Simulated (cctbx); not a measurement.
## Nb5Ge3P across an absorption edge

Space group P6_3/mcm (no. 193), a = 7.7940 Å, b = 7.7940 Å, c = 5.5760 Å, α = 90.00°, β = 90.00°, γ = 120.00°.

| atom | mult. | x | y | z | Ueq (Å²) |
| --- | --- | --- | --- | --- | --- |
| Nb1 | 6 | 0.7447 | 0.7447 | 3/4 | 0.0045 |
| Nb2 | 4 | 1/3 | 2/3 | 0 | 0.0040 |
| Ge1 | 6 | 0.3980 | 0.3980 | 3/4 | 0.0049 |
| P1 | 2 | 0 | 0 | 0 | 0.0050 |

The model was made for the exercise: a known structure type with other elements put in, its volume estimated, not relaxed; displacement parameters are assumed.

Calculated with cctbx: free-atom f′ and f″ from the Sasaki tables, no fine structure; amplitudes in electrons.

```
E (eV)  F 1 1 0  F 1 2 0  F 0 3 0  F 0 0 2
 18386     11.8    100.4    279.5    195.3
 18736     10.3     97.5    274.6    193.8
 18866      9.1     94.8    270.2    192.5
 18926      7.9     92.2    266.0    191.2
 18956      6.7     89.7    261.8    189.9
 18971      5.6     87.1    257.5    188.5
 18978      4.7     84.9    253.9    187.4
 18982      3.8     82.4    249.7    186.1
 18990      3.5     82.2    248.8    185.8
 18994      4.4     85.2    254.0    187.4
 19001      5.5     87.9    258.4    188.8
 19016      6.7     90.7    263.0    190.2
 19046      7.9     93.4    267.6    191.7
 19136      9.6     97.0    273.6    193.6
 19386     11.4    101.0    280.1    195.7
```

**Question.** Which edge is crossed, and why do the reflections move as they do?

The K edge of Nb. The edge is at 18986 eV. f′ of Nb falls from -4.5 e at 18866 eV to -7.8 e at 4 eV below it, and f″ steps from 0.53 to 3.71 e across it. Over that approach |F| changes by -58 % (1 1 0), -13 % (1 2 0), -8 % (0 3 0) and -3 % (0 0 2): a reflection falls where Nb scatters in phase with the total and rises where it scatters against it; it hardly moves where the Nb term is small or cancels by symmetry. Above the edge the larger f″ enters the imaginary part, where it can add to or cancel the other atoms' f″. The structure is centrosymmetric, so Friedel mates stay equal.

[Logs are printed without paths, hosts, clocks, repeated set-up lines and the standing remarks that a program may print on its own settings, such as how far it seeks lower states.]
